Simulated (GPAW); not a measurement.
Consider LiMg (P-6m2).

```cif
data_structure
_symmetry_space_group_name_H-M 'P 1'
_symmetry_Int_Tables_number 1
_cell_length_a 3.1085
_cell_length_b 3.1085
_cell_length_c 5.0255
_cell_angle_alpha 90.000
_cell_angle_beta 90.000
_cell_angle_gamma 120.000
_cell_volume 42.05
loop_
_atom_site_label
_atom_site_type_symbol
_atom_site_fract_x
_atom_site_fract_y
_atom_site_fract_z
_atom_site_occupancy
Mg1 Mg 0.66667 0.33333 0.50000 1
Li2 Li 0.00000 0.00000 0.00000 1
```

Absorber: atom 1, with 6 Li at 3.09 Å and 6 Mg at 3.11 Å (anticuboctahedral, as in hcp, site symmetry -6m2). Method: GPAW, LDA, excited-electron core hole (neutral cell), 16-atom cell with 7.4 Å between holes, 5×5×5 k points, dipole transitions, Gaussian full width 0.9 eV up to 4 eV, rising linearly to 3.5 eV at 25 eV.

**Question.** Where do the maxima of the Mg K edge fall?

Main maxima up to 24 eV above the zero (height): 2.3 eV (0.98), 4.4 eV (1.06), 7.8 eV (1.34), 10.0 eV (1.36) and 23.2 eV (0.67). A K edge sees empty p states on the absorber. The total-energy difference is 1307.25 eV. One term is added: -12.89 eV, since the hole is spin-paired here and a spin-polarised one costs that much less in the free atom (computed apart). The photon energy is then 1294.36 eV. The tabulated edge of the element is 1303 eV. The functional leaves an error in such absolute values: in the free atom LDA prices this hole 6.5 eV below PBE (computed apart), and PBE is itself good to a few eV.

The Mg K spectrum (energy from the lowest empty level; intensity scaled to a mean of 1 over the first 20 eV; polarised curves are means over the symmetry-equivalent atoms):

```tsv
E (eV)	isotropic	ε ⊥ c	ε ∥ c
-2.00	0.00	0.00	0.00
-1.25	0.00	0.00	0.00
-0.50	0.08	0.07	0.10
0.25	0.62	0.62	0.62
1.00	0.85	0.92	0.70
1.75	0.93	1.00	0.78
2.50	0.98	0.96	1.01
3.25	0.88	0.87	0.88
4.00	1.01	1.07	0.88
4.75	1.05	1.09	0.97
5.50	1.04	1.00	1.12
6.25	1.15	1.14	1.18
7.00	1.21	1.21	1.21
7.75	1.34	1.38	1.25
8.50	1.28	1.22	1.40
9.25	1.29	1.11	1.65
10.00	1.36	1.14	1.82
10.75	1.29	1.16	1.55
11.50	1.16	1.19	1.09
12.25	1.11	1.22	0.89
13.00	1.13	1.21	0.96
13.75	1.09	1.14	1.01
14.50	1.02	1.08	0.88
15.25	0.93	1.05	0.68
16.00	0.84	0.99	0.54
16.75	0.76	0.90	0.48
17.50	0.69	0.81	0.45
18.25	0.63	0.73	0.43
19.00	0.59	0.68	0.42
19.75	0.58	0.64	0.45
20.50	0.59	0.62	0.54
21.25	0.61	0.58	0.68
22.00	0.64	0.54	0.84
22.75	0.66	0.51	0.97
23.50	0.67	0.49	1.02
24.25	0.65	0.47	1.00
25.00	0.62	0.47	0.92
25.75	0.59	0.48	0.82
26.50	0.59	0.51	0.74
27.25	0.62	0.58	0.70
28.00	0.68	0.68	0.69
28.75	0.76	0.79	0.71
29.50	0.84	0.88	0.75
30.25	0.88	0.93	0.79
31.00	0.89	0.92	0.82
31.75	0.86	0.88	0.83
```

The structure is a computed Materials Project entry and may be a hypothetical form.

[Banner, clock and machine lines of the logs are left out without a mark of their own.]

[Logs are printed without paths, hosts, clocks, repeated set-up lines and the standing remarks that a program may print on its own settings, such as how far it seeks lower states.]

[Hosts, paths, dates, database ids (printed as entryN), source tags and the programs' standing remarks are cut or masked in the printed files.]

[Lists of maxima count a maximum above −3 eV only where it reaches 4 % of the highest in the window and stands out from its surroundings by 2 % of it (1.5 % where it reaches 55 %); shoulders and weaker maxima are passed over, and of the rest the first, up to two pre-edge ones and the few strongest are named.]
